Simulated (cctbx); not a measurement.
## A disordered crystal of nominal Al2GaRu2

Cell a = 6.6870 Å, b = 6.6870 Å, c = 3.1730 Å, α = 90.00°, β = 90.00°, γ = 90.00°; space group P4/mbm (no. 127); nominal formula Al2GaRu2.

The data are simulated with cctbx, not measured: synchrotron X-rays, λ = 0.6889 Å, to d = 0.65 Å, 50 % of the full sphere, strongest reflection 20000 counts, noise from counting, a 4 % proportional error and a noise floor of 15 counts (s.d.); no absorption, and some extinction, which the refinements don't model.

With every site full:

```text
Rint 0.035, 170 unique reflections to 0.65 A
cycle     R1     wR2    GooF  max shift (A)
   1  0.0790  0.1777   6.799   0.00443
   2  0.0262  0.0658   2.520   0.00000
final R1 0.0262 wR2 0.0658 GooF 2.520  parameters 10  data/parameter 17.0
atom        x        y        z      Ueq    occ   su(xyz)  su(Uiso or U11)
Ru1    0.87375  0.62625  0.00000   0.0143  1.000  0.00007  0.0002
Ga1    0.50000  0.50000  0.00000   0.0176  1.000  0.00000  0.0004
Al2    0.66787  0.83213  0.50000   0.0107  1.000  0.00027  0.0006
difference map: max 1.82 min -2.22 rms 0.35
Q1    0.1434  0.6434  0.5000    4    1.83  0.23 A from Al2
Q2    0.2201  0.7201  0.5000    4    1.37  0.49 A from Al2
Q3    0.1440  0.3560  0.0000    4    1.19  0.17 A from Ru1
Q4    0.0506  0.5506  0.5000    4    0.79  1.11 A from Al2
Q5    0.0462  0.0710  0.2444   16    0.75  0.96 A from Ga1
Q6    0.0000  0.0000  0.5000    2    0.73  1.59 A from Ga1
```

With the occupancies of the suspect sites free, each still typed as its main element:

```text
Rint 0.035, 170 unique reflections to 0.65 A
cycle     R1     wR2    GooF  max shift (A)
   1  0.0545  0.1235   4.756   0.00198
   6  0.0118  0.0261   1.006   0.00002
final R1 0.0118 wR2 0.0261 GooF 1.004  parameters 12  data/parameter 14.2
atom        x        y        z      Ueq    occ   su(xyz)  su(Uiso or U11)
Ru1    0.87371  0.62629  0.00000   0.0149  1.000  0.00003  0.0001
Ga1    0.50000  0.50000  0.00000   0.0143  0.903  0.00000  0.0002
Al2    0.66756  0.83244  0.50000   0.0155  1.112  0.00011  0.0003
su of occupancy Ga1: 0.004
su of occupancy Al2: 0.008
difference map: max 1.01 min -0.68 rms 0.19
Q1    0.0539  0.5539  0.5000    4    1.07  1.08 A from Al2
Q2    0.1545  0.1754  0.5000    8    0.66  1.19 A from Al2
Q3    0.0689  0.4311  0.3850    8    0.63  1.34 A from Ru1
Q4    0.0880  0.7829  0.5000    8    0.53  0.94 A from Al2
Q5    0.1209  0.7636  0.0000    8    0.52  1.74 A from Al2
Q6    0.2297  0.7297  0.5000    4    0.50  0.59 A from Al2
```

**Question.** What is the disorder?

X-rays count electrons. Ga1 refines to 0.903(0.004), or 28.0 electrons; the site truly holds 0.85 Ga and 0.15 Al, 28.3 electrons, which is 0.913 of Ga; Al2 refines to 1.112(0.008), or 14.5 electrons; the site truly holds 0.925 Al and 0.075 Ga, 14.3 electrons, which is 1.104 of Al. A value under 1 can't tell vacancies from a lighter guest, and one over 1 needs a heavier guest; chemistry or a second radiation must settle which. Occupancy correlates with U and the scale, and the two elements' form factors differ in shape, so the match is approximate.

Freeing them takes R1 from 0.0262 to 0.0118 and GooF from 2.52 to 1.00.

The model is made up (kin elements in a known structure type, no relaxation), so it says nothing on whether the phase exists.

[Middle refinement cycles are left out of these outputs.]

[Logs are printed without paths, hosts, clocks, repeated set-up lines and the standing remarks that a program may print on its own settings, such as how far it seeks lower states.]
